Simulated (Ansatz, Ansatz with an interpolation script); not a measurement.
# BiOCl (P4/nmm): quasiparticle bands by Wannier interpolation, part 2 of 2

Wanted: quasiparticle gap and band widths of BiOCl (P4/nmm) over the whole zone.

Ansatz 0.2.0; LDA, Wannier functions and G0W0, plane waves, PAW. Known limits of the many-body steps: not at the basis limit; no spin-orbit coupling; coarse k mesh.

So far. Step 2 (LDA bands): The gap is indirect, with the least direct gap 0.36 eV higher. Step 3 (Wannier functions (Bi:6p Cl:3p O:2p) on 8×8×4): Near the gap the model misses directly solved bands by 0.6 meV r.m.s. and by 8 meV at most in the window tested. This tests the starting bands, not the corrections carried with them.

## Step 4: G0W0 at every point of the mesh: 4×4×2 mesh, 462 empty bands, screening to 150 eV, PAW set soft_1 files

G0W0 replaces the xc potential by the self-energy, built once from these orbitals. Only a window of levels is corrected, while the sums run over the empty bands that the input names.

This step: G0W0 on LDA, plane waves, PAW; PAW set soft_1.

The input, input.yaml:

```yaml
crystal:
  lattice:
    - [3.88551, 0.0, 0.0]
    - [0.0, 3.88551, 0.0]
    - [0.0, 0.0, 7.3489]
  atoms:
    - { symbol: Bi, position: [0.5, 0.0, 0.32904] }
    - { symbol: Bi, position: [0.0, 0.5, 0.67096] }
    - { symbol: Cl, position: [0.0, 0.5, 0.1472] }
    - { symbol: Cl, position: [0.5, 0.0, 0.8528] }
    - { symbol: O, position: [0.0, 0.0, 0.5] }
    - { symbol: O, position: [0.5, 0.5, 0.5] }
kpoints:
  mp_grid: { grid: [4, 4, 2] }
hamiltonian:
  xc: lda
  pseudopotentials: { kind: paw, azcp: { folder: soft_1 }, xc_functional: pbe }
scf:
  occupations: { method: fixed }
gw:
  n_empty_bands: 462
  ecut_chi: 150.0
  qp_bands: [v12, c5]
  screening: { model: contour_deformation }
```

Command:

```bash
> ansatz run input.yaml --threads 3 --pin off --max-ram 92160MiB --backend cuda --events-out ev --progress --plain --runs-dir out --devices 1 --max-vram 13GiB
```

Numbers of over 12 decimals in the logs are rounded to 6 here.

The program printed:

```text
GPUs: using 1 of 1 available (devices: 1).
[...]
GPU FFT provider: cuFFT
GPU libraries: cuBLAS 13.8.2, cuFFT 12.4.0, cuSOLVER 12.3.4
Crystal: 6 atoms, lattice volume = 110.948 Å³
Basis set: ecut = 420 eV, 2177 PW (Γ)
Bands: 34, of which v1, the nominal top of the filled ones, is band 28 counted from 1 (27 counted from 0)
Symmetry: 16 space group operations
[...]
k-points: 12 of 32
[...]
GPU buffer pool allocated for 36450 grid points (all kernels)
[...]
SCF iter   1: F=—  HF=-27377.476129 eV  |F-HF|=—  |Δ(HF+E_count)|=         —  Δρ=3.61e-2  dr2=1.45e0  ethr=3.10e-3  ⟨swp⟩=5.0  Hψ=1520  notcnv=0  defer=40
[...]
SCF iter   8: F=-27377.143650 eV  HF=-27377.143650 eV  |F-HF|=6.73e-10  |Δ(HF+E_count)|=   3.74e-8  Δρ=4.12e-6  dr2=1.74e-8  ethr=1.79e-10  ⟨swp⟩=9.1  Hψ=1594  notcnv=0
SCF 1 converged in 8 iterations: F = -27377.143650 eV  dr2 = 1.74e-8
[...]
G₀W₀ screening: q 1/12
[... further progress lines ...]
SCF converged after 8 iterations
Free energy (F): -27377.143650 eV
[...]
Internal energy: -27377.143650 eV  (E = F + TS)
E sigma→0 (E₀):  -27377.143650 eV
Fermi energy:    7.525846 eV
[...]
--- Band table (eV; the first three rows and the last of 12) ---
  k-point 0: bands = [... 24 lower, 6.5650, 6.5650, 6.6243, 6.8107, 10.6045, 11.2832, 12.8347, 12.8347, ... 2 higher]
  k-point 1: bands = [... 24 lower, 6.8516, 6.8516, 7.2040, 7.2466, 10.1029, 10.4442, 12.8457, 12.8457, ... 2 higher]
  k-point 2: bands = [... 24 lower, 6.5913, 7.0973, 7.2015, 7.3256, 11.8195, 12.1810, 12.3544, 12.5311, ... 2 higher]
  k-point 11: bands = [... 24 lower, 6.2168, 6.2168, 6.9387, 6.9387, 12.0416, 12.0416, 13.5588, 13.5588, ... 2 higher]
--- G₀W₀: contour deformation, 6 samples at zero and on the imaginary axis and 2 off it, 32 q-points, 462 empty bands' worth ---
  eigenvalues of the whole cell's RPA ε∞ on this k-mesh (on a slab, of 1 + 4πα/V) = 5.2878, 6.6216, 6.6216; static W/v taken at q = 0 is 0.162773
  bands read: the sum over 490 bands ends inside a degenerate multiplet in 1 slot, whose members it reads at an even weight; the widest, k=1: bands 490 to 491 (counted from 1) at 1/2 each
    ik  band        ε_KS         Σx   Σc(E_QP)       V_xc       Z   E_QP_lin       E_QP  E_QP is
     0    17      3.0357   -22.9455     5.0432   -17.5416  0.6712     2.6691     2.6751  root
     0    18      3.0357   -22.9455     5.0432   -17.5416  0.6712     2.6691     2.6751  root
     0    19      5.6119   -19.4211     3.3624   -15.2002  0.7266     4.7316     4.7536  root
     0    20      5.9257   -25.3978     4.6901   -20.4019  0.7189     5.6182     5.6199  root
     0    21      6.0653   -23.4808     4.0515   -19.0094  0.7286     5.6422     5.6454  root
     0    22      6.0653   -23.4808     4.0515   -19.0094  0.7286     5.6422     5.6454  root
     0    23      6.1749   -20.9406     3.4101   -16.7250  0.7326     5.3555     5.3695  root
     0    24      6.1749   -20.9406     3.4101   -16.7250  0.7326     5.3555     5.3695  root
     0    25      6.5650   -22.0604     3.5099   -17.9007  0.7357     5.9075     5.9152  root
     0    26      6.5650   -22.0604     3.5099   -17.9007  0.7357     5.9075     5.9152  root
     0    27      6.6243   -21.2263     3.3065   -17.3076  0.7415     6.0055     6.0122  root
     0    28      6.8107   -21.6567     2.7943   -18.3901  0.7515     6.3350     6.3384  root
     0    29     10.6045   -10.9389    -3.8187   -15.4311  0.8067    11.2825    11.2781  root
     0    30     11.2832   -10.9269    -3.8020   -15.4113  0.7996    11.9704    11.9656  root
[...]
11    29     12.0416   -12.2169    -3.8654   -16.7836  0.7912    12.7483    12.7429  root
    11    30     12.0416   -12.2169    -3.8654   -16.7836  0.7912    12.7483    12.7429  root
    11    31     13.5588   -12.1958    -4.4283   -17.5879  0.7696    14.5379    14.5225  root
    11    32     13.5588   -12.1958    -4.4283   -17.5879  0.7696    14.5379    14.5225  root
    11    33     14.0944   -12.0437    -4.4663   -17.4650  0.7639    15.0648    15.0494  root
```

It took 51 s on 1 × NVIDIA H100 80GB HBM3 (shared by 6 runs) with 3 threads of AMD EPYC 7R13 (Zen 3), shared host; peak memory 1.4 GiB; 93 s of CPU time.

Numbers from this step:

```
bands summed                                 : 490
RPA ε∞ on this mesh (eigenvalues)            : 5.288, 6.622, 6.622
plane waves in the screening matrix          : 459
q-points in the mesh                         : 32
G0W0 gap on the mesh                         : 3.684 eV
k of the valence top                         : 0, 0.25, -0.5
k of the conduction bottom                   : 0, 0, -0.5
starting gap on the mesh                     : 2.577 eV
Z at the valence top                         : 0.7519
Z at the conduction bottom                   : 0.8117
least direct G0W0 gap on the computed points : 3.878 eV
```

The gap on the mesh goes from 2.58 eV to 3.68 eV, a correction of +1.11 eV, though a band edge has moved to another state. The start differs from the 2.50 eV found before because this mesh misses an edge.

## Step 5: Interpolating the corrections

A script adds the corrections, carried to the Wannier functions and back, to the LDA levels, along the path and on a 13×13×9 mesh.

| Quantity | Value |
| --- | --- |
| G0W0 gap over the zone | 3.596 eV |
| conduction bottom at | Z |
| starting gap over the zone | 2.495 eV |
| least direct G0W0 gap | 3.878 eV |
| G0W0 gap on the mesh | 3.684 eV |
| valence width, start | 4.998 eV |
| valence width, G0W0 | 4.913 eV |
| gap by a rigid shift | 3.602 eV |

Levels solved directly plus the interpolated quasiparticle correction. Limits: finite bands, cutoff and mesh; no spin-orbit coupling; coarse k mesh. Quasiparticle bands along the path, in eV, zero at the valence-band top of each set:

```csv
point,band 25,band 26,band 27,band 28,band 29,band 30
Γ,-1.21,-1.21,-1.12,-0.79,4.15,4.84
halfway,-1.36,-0.80,-0.45,-0.30,5.50,5.85
X,-1.14,-1.14,-0.11,-0.11,5.72,5.72
halfway,-1.23,-1.23,-0.81,-0.81,5.73,5.73
M,-0.97,-0.97,-0.40,-0.40,5.20,5.20
halfway,-0.93,-0.76,-0.67,-0.47,5.05,6.28
Γ,-1.21,-1.21,-1.12,-0.79,4.15,4.84
halfway,-1.15,-1.15,-0.88,-0.56,3.87,4.43
Z,-1.07,-1.07,-0.69,-0.28,3.60,4.02
halfway,-1.11,-0.91,-0.79,-0.09,5.20,5.48
R,-0.83,-0.83,-0.15,-0.15,5.50,5.50
halfway,-1.03,-1.03,-0.89,-0.89,5.22,5.22
A,-1.80,-1.80,-0.40,-0.40,5.61,5.61
halfway,-0.83,-0.81,-0.70,-0.49,4.55,6.05
Z,-1.07,-1.07,-0.69,-0.28,3.60,4.02
jump to X,-1.14,-1.14,-0.11,-0.11,5.72,5.72
halfway,-0.97,-0.97,-0.14,-0.14,5.61,5.61
R,-0.83,-0.83,-0.15,-0.15,5.50,5.50
jump to M,-0.97,-0.97,-0.40,-0.40,5.20,5.20
halfway,-1.33,-1.33,-0.40,-0.40,5.40,5.40
A,-1.80,-1.80,-0.40,-0.40,5.61,5.61
```

The same for LDA:

```csv
point,band 25,band 26,band 27,band 28,band 29,band 30
Γ,-1.04,-1.04,-0.98,-0.79,3.00,3.68
X,-0.90,-0.90,-0.10,-0.10,4.50,4.50
M,-0.70,-0.70,-0.67,-0.67,4.02,4.02
Γ,-1.04,-1.04,-0.98,-0.79,3.00,3.68
Z,-0.75,-0.75,-0.40,-0.36,2.50,2.84
R,-0.70,-0.70,-0.08,-0.08,4.29,4.29
A,-1.39,-1.39,-0.67,-0.67,4.44,4.44
Z,-0.75,-0.75,-0.40,-0.36,2.50,2.84
X,-0.90,-0.90,-0.10,-0.10,4.50,4.50
R,-0.70,-0.70,-0.08,-0.08,4.29,4.29
M,-0.70,-0.70,-0.67,-0.67,4.02,4.02
A,-1.39,-1.39,-0.67,-0.67,4.44,4.44
```

Minima of the lowest conduction band, from levels solved directly at the displaced points, plus the interpolated correction; masses are left empty at degenerate points, on flat bands and where the interpolated correction rules the curvature; G0W0 masses are rough. Conduction valleys, by row:

```csv
point,k (reciprocal lattice),valleys in the zone,G0W0 level above the valence top (eV),LDA level above the valence top (eV),G0W0 principal masses (m_e),LDA principal masses (m_e)
Z,0.000 0.000 -0.500,1,3.596,2.495,0.274 0.274 0.521,0.297 0.297 0.697
-,0.300 0.300 -0.500,4,4.381,3.259,0.264 0.414 0.439,0.300 0.467 0.523
```

Second differences of levels solved directly at the displaced points, plus the interpolated correction, at the quasiparticle band edges; no spin-orbit coupling; left empty where the band is flat or the interpolated correction rules the curvature. Effective masses, by row:

```csv
carrier,point,Cartesian direction,band,LDA mass (m_e),G0W0 mass (m_e)
hole,-0.000 0.360 -0.500,100,28,0.609,0.477
hole,-0.000 0.360 -0.500,010,28,1.451,1.124
hole,-0.000 0.360 -0.500,110,28,0.857,0.669
hole,-0.000 0.360 -0.500,111,28,1.231,0.943
electron,Z,100,29,0.297,0.274
electron,Z,010,29,0.297,0.274
electron,Z,001,29,0.701,0.521
electron,Z,110,29,0.297,0.274
electron,Z,111,29,0.367,0.325
```

Corrections by starting level (eV, on the run's own energy scale, so only their differences matter):

```csv
start,correction
-4.86,−0.38
-4.36,−0.41
-3.29,−0.55
-3.00,−0.35
-2.15,−0.81
-1.74,−0.62
-1.31,−0.89
-0.95,−0.84
-0.82,−0.72
-0.62,−0.59
-0.32,−0.55
-0.02,−0.49
2.58,+0.62
3.46,+0.69
4.58,+0.75
5.26,+0.86
5.78,+0.91
6.73,+0.94
```

## Step 6: LDA+SOC bands, for comparison

The many-body steps leave out spin-orbit coupling, so its effect is taken from a two-component run, with twice the bands.

This step: DFT, LDA with spin-orbit coupling, plane waves, PAW; PAW set soft_1.

The input, input.yaml:

```yaml
crystal:
  lattice:
    - [3.88551, 0.0, 0.0]
    - [0.0, 3.88551, 0.0]
    - [0.0, 0.0, 7.3489]
  atoms:
    - { symbol: Bi, position: [0.5, 0.0, 0.32904] }
    - { symbol: Bi, position: [0.0, 0.5, 0.67096] }
    - { symbol: Cl, position: [0.0, 0.5, 0.1472] }
    - { symbol: Cl, position: [0.5, 0.0, 0.8528] }
    - { symbol: O, position: [0.0, 0.0, 0.5] }
    - { symbol: O, position: [0.5, 0.5, 0.5] }
kpoints:
  mp_grid: { grid: [4, 4, 2] }
  band_path:
    path:
      - [[0.0, 0.0, 0.0], [0.0, 0.5, 0.0], [0.5, 0.5, 0.0], [0.0, 0.0, 0.0], [0.0, 0.0, 0.5], [0.0, 0.5, 0.5], [0.5, 0.5, 0.5], [0.0, 0.0, 0.5]]
      - [[0.0, 0.5, 0.0], [0.0, 0.5, 0.5]]
      - [[0.5, 0.5, 0.0], [0.5, 0.5, 0.5]]
    npoints: 10
hamiltonian:
  xc: lda
  pseudopotentials: { kind: paw_fr, azcp: { folder: soft_1 }, xc_functional: pbe }
scf:
  occupations: { method: fermi_dirac, width: 0.02 }
  n_extra_bands: 12
magnetization:
  noncollinear: true
  spin_orbit: true
output:
  eigenvalues: true
```

The program printed:

```text
[...]
GPUs: using 1 of 1 available (devices: 1).
[...]
non-collinear run that drives no moment, with spin-orbit: no starting moment large enough to seed its density (crystal.atoms[].spin), no starting occupations that ask for one, no magnetisation constraint and no magnetic field, so the semilocal B_xc is pinned to zero
[...]
GPU FFT provider: cuFFT
GPU libraries: cuBLAS 13.8.2, cuFFT 12.4.0, cuSOLVER 12.3.4
Crystal: 6 atoms, lattice volume = 110.948 Å³
Basis set: ecut = 420 eV, 2177 PW (Γ)
Bands: 68, of which v1, the nominal top of the filled ones, is band 56 counted from 1 (55 counted from 0)
Symmetry: 16 space group operations + 16 with time reversal
[...]
k-points: 12 of 32
Projection manifold: j_resolved (fully-relativistic pseudo-atomic orbitals)
[...]
GPU buffer pool allocated for 36450 grid points (all kernels)
[...]
SCF iter   1: F=—  HF=-27456.573103 eV  |F-HF|=—  |Δ(HF+E_count)|=         —  Δρ=3.53e-2  dr2=1.38e0  dr2_m=0.00e0 (ungated)  ethr=3.10e-3  |M|=0.00e0 ∫|m|=0.00e0 μB  |m|>n=0.0e0 m-floor=0.0e0 τ_xc=0.0e0  β_m=0.30  ⟨swp⟩=6.2  Hψ=1915  notcnv=0
[...]
spin=Noncollinear: Resta preconditioning applied to the charge; magnetization (m_x, m_y, m_z) channels mix plain (no charge-response kernel on spin).
SCF iter   2: F=—  HF=-27456.331033 eV  |F-HF|=—  |Δ(HF+E_count)|=   2.42e-1  Δρ=2.40e-2  dr2=5.10e-1  dr2_m=0.00e0 (ungated)  ethr=2.46e-3  |M|=0.00e0 ∫|m|=0.00e0 μB  |m|>n=0.0e0 m-floor=0.0e0 τ_xc=0.0e0  β_m=0.51  ⟨swp⟩=2.0  Hψ=505  notcnv=0  defer=94
[...]
SCF iter   8: F=-27456.219623 eV  HF=-27456.219623 eV  |F-HF|=3.51e-9  |Δ(HF+E_count)|=   1.87e-8  Δρ=6.80e-6  dr2=4.42e-8  dr2_m=0.00e0 (ungated)  ethr=1.79e-10  |M|=0.00e0 ∫|m|=0.00e0 μB  |m|>n=0.0e0 m-floor=0.0e0 τ_xc=0.0e0  ⟨swp⟩=9.4  Hψ=1691  notcnv=0
SCF 1 converged in 8 iterations: F = -27456.219623 eV  dr2 = 4.42e-8
[...]
SCF converged after 8 iterations
Magnetization: |M| = 0.0000 μB,  M = (+0.0000, +0.0000, +0.0000) μB
Absolute magnetization: 0.0000 μB (∫|m|)
  site 0: m = (+0.0000, +0.0000, +0.0000) μB, |m| = 0.0000 μB  (R = 0.95 Å)
  site 1: m = (+0.0000, +0.0000, +0.0000) μB, |m| = 0.0000 μB  (R = 0.95 Å)
  site 2: m = (+0.0000, +0.0000, +0.0000) μB, |m| = 0.0000 μB  (R = 1.26 Å)
  site 3: m = (+0.0000, +0.0000, +0.0000) μB, |m| = 0.0000 μB  (R = 1.26 Å)
  site 4: m = (+0.0000, +0.0000, +0.0000) μB, |m| = 0.0000 μB  (R = 0.95 Å)
  site 5: m = (+0.0000, +0.0000, +0.0000) μB, |m| = 0.0000 μB  (R = 0.95 Å)
Free energy (F): -27456.219623 eV
[...]
Internal energy: -27456.219623 eV  (E = F + TS)
E sigma→0 (E₀):  -27456.219623 eV
Fermi energy:    8.644680 eV
[...]
--- Band table (eV; the first three rows and the last of 12) ---
  k-point 0: bands = [... 52 lower, 6.6338, 6.6338, 6.7761, 6.7761, 10.2032, 10.2032, 10.4644, 10.4644, ... 8 higher]
  k-point 1: bands = [... 52 lower, 7.1169, 7.1169, 7.2356, 7.2356, 9.7666, 9.7666, 9.8478, 9.8478, ... 8 higher]
  k-point 2: bands = [... 52 lower, 7.1468, 7.1468, 7.3007, 7.3007, 10.7403, 10.7403, 11.2779, 11.2779, ... 8 higher]
  k-point 11: bands = [... 52 lower, 6.7948, 6.7948, 6.7948, 6.7948, 11.4596, 11.4596, 11.4596, 11.4596, ... 8 higher]
```

It took 15 s on 1 × NVIDIA H100 80GB HBM3 (shared by 6 runs) with 3 threads; peak memory 1.4 GiB; 31 s of CPU time.

Numbers from this step:

```
filled bands         : 56
gap                  : 2.194 eV
valence top at       : k = (0.000, 0.400, 0.500)
conduction bottom at : Z
least direct gap     : 2.531 eV
```

The gap stands −0.30 eV against LDA.

The electronic bands at the labelled points (eV, zero at the top of the highest nominally filled band):

```csv
point,band 53,band 54,band 55,band 56,band 57,band 58,band 59,band 60
Γ,-0.94,-0.94,-0.80,-0.80,2.63,2.63,2.89,2.89
halfway,-0.43,-0.43,-0.27,-0.27,3.17,3.17,3.70,3.70
X,-0.10,-0.10,-0.10,-0.10,3.61,3.61,3.61,3.61
halfway,-0.72,-0.72,-0.71,-0.71,3.52,3.52,4.06,4.06
M,-0.71,-0.71,-0.71,-0.71,3.53,3.53,3.53,3.53
halfway,-0.52,-0.52,-0.39,-0.39,3.09,3.09,4.05,4.05
Γ,-0.94,-0.94,-0.80,-0.80,2.63,2.63,2.89,2.89
halfway,-0.73,-0.73,-0.54,-0.54,2.39,2.39,2.64,2.64
Z,-0.46,-0.46,-0.34,-0.34,2.19,2.19,2.27,2.27
halfway,-0.56,-0.56,-0.19,-0.19,3.17,3.17,3.45,3.45
R,-0.09,-0.09,-0.09,-0.09,3.52,3.52,3.52,3.52
halfway,-0.68,-0.68,-0.60,-0.60,3.26,3.26,3.84,3.84
A,-0.78,-0.78,-0.78,-0.78,3.89,3.89,3.89,3.89
halfway,-0.59,-0.59,-0.33,-0.33,2.73,2.73,4.21,4.21
Z,-0.46,-0.46,-0.34,-0.34,2.19,2.19,2.27,2.27
jump to X,-0.10,-0.10,-0.10,-0.10,3.61,3.61,3.61,3.61
halfway,-0.10,-0.10,-0.10,-0.10,3.57,3.57,3.57,3.57
R,-0.09,-0.09,-0.09,-0.09,3.52,3.52,3.52,3.52
jump to M,-0.71,-0.71,-0.71,-0.71,3.53,3.53,3.53,3.53
halfway,-0.78,-0.78,-0.78,-0.78,3.71,3.71,3.71,3.71
A,-0.78,-0.78,-0.78,-0.78,3.89,3.89,3.89,3.89
```

## Step 7: What came out

| Item | Value |
| --- | --- |
| LDA gap | 2.50 eV |
| G0W0 gap over the zone | 3.60 eV, indirect |
| least direct G0W0 gap, in the model | 3.88 eV |
| with the spin-orbit change | 3.29 eV |
| GW settings | 4×4×2 mesh, 462 empty bands, screening to 150 eV, PAW set soft_1 files |
| known limits | not at the basis limit; no spin-orbit coupling; coarse k mesh |

**Reading.** The Wannier model follows the LDA bands to under 1 meV r.m.s. near the gap. The G0W0 gap over the zone is 3.60 eV, indirect, from k = (0.000, 0.360, -0.500) to Z; on the mesh alone it is 3.68 eV, and a rigid shift of the LDA bands would give 3.60 eV. The valence width in the model goes from 5.00 eV to 4.91 eV. At the band edge the lightest electron mass is 0.30 m_e at the start and 0.27 m_e in G0W0; the G0W0 masses rest on corrections from the 4×4×2 mesh alone and are rough. With a spin-orbit change this large the edge states differ, so these masses aren't the crystal's. LDA+SOC gives a gap of 2.19 eV on the same path, a spin-orbit change of −0.30 eV that would bring the G0W0 gap to 3.29 eV. Against experiment, by G0W0@LDA with the spin-orbit change: the gap of 3.29 eV lies −0.15 eV from the measured 3.44 eV (optical, 2022); the gap of 3.29 eV lies −0.07 eV from the measured 3.36 eV (optical, 2021). An exciton line or allowed optical edge lies below the quasiparticle gap by the binding energy; a forbidden edge can push the onset above it. The calculation has static nuclei and no excitons; a measured gap holds zero-point and thermal motion, which mostly lowers it. Bands and cutoff are finite, so the gap is not at the basis limit. The miss can reach some tenths of an eV and take either sign; the mesh is an error of its own. Above the frozen window of the model the interpolated levels need not meet the computed ones, even at points of the mesh. The 4×4×2 mesh is coarse for this cell (its supercell is 15 Å along the shortest edge). The RPA ε∞ on it, from the LDA start, is 5.29 and 6.62; such meshes misread the long-range screening, most where the gap is narrow. Where an edge is built on 6p states of lead, bismuth or thallium, scalar-relativistic gaps usually stand too wide, by a few tenths to over one eV.

[Paths, hosts, dates, memory and timing lines, banners, echoed tables and standing remarks are left out of the program output.]

[Logs are printed without paths, hosts, clocks, repeated set-up lines and the standing remarks that a program may print on its own settings, such as how far it seeks lower states.]

[Runs of the session that timed out or met a known fault of the program may be left out.]

[Hosts, paths, dates, database ids (printed as entryN), source tags and the programs' standing remarks are cut or masked in the printed files.]
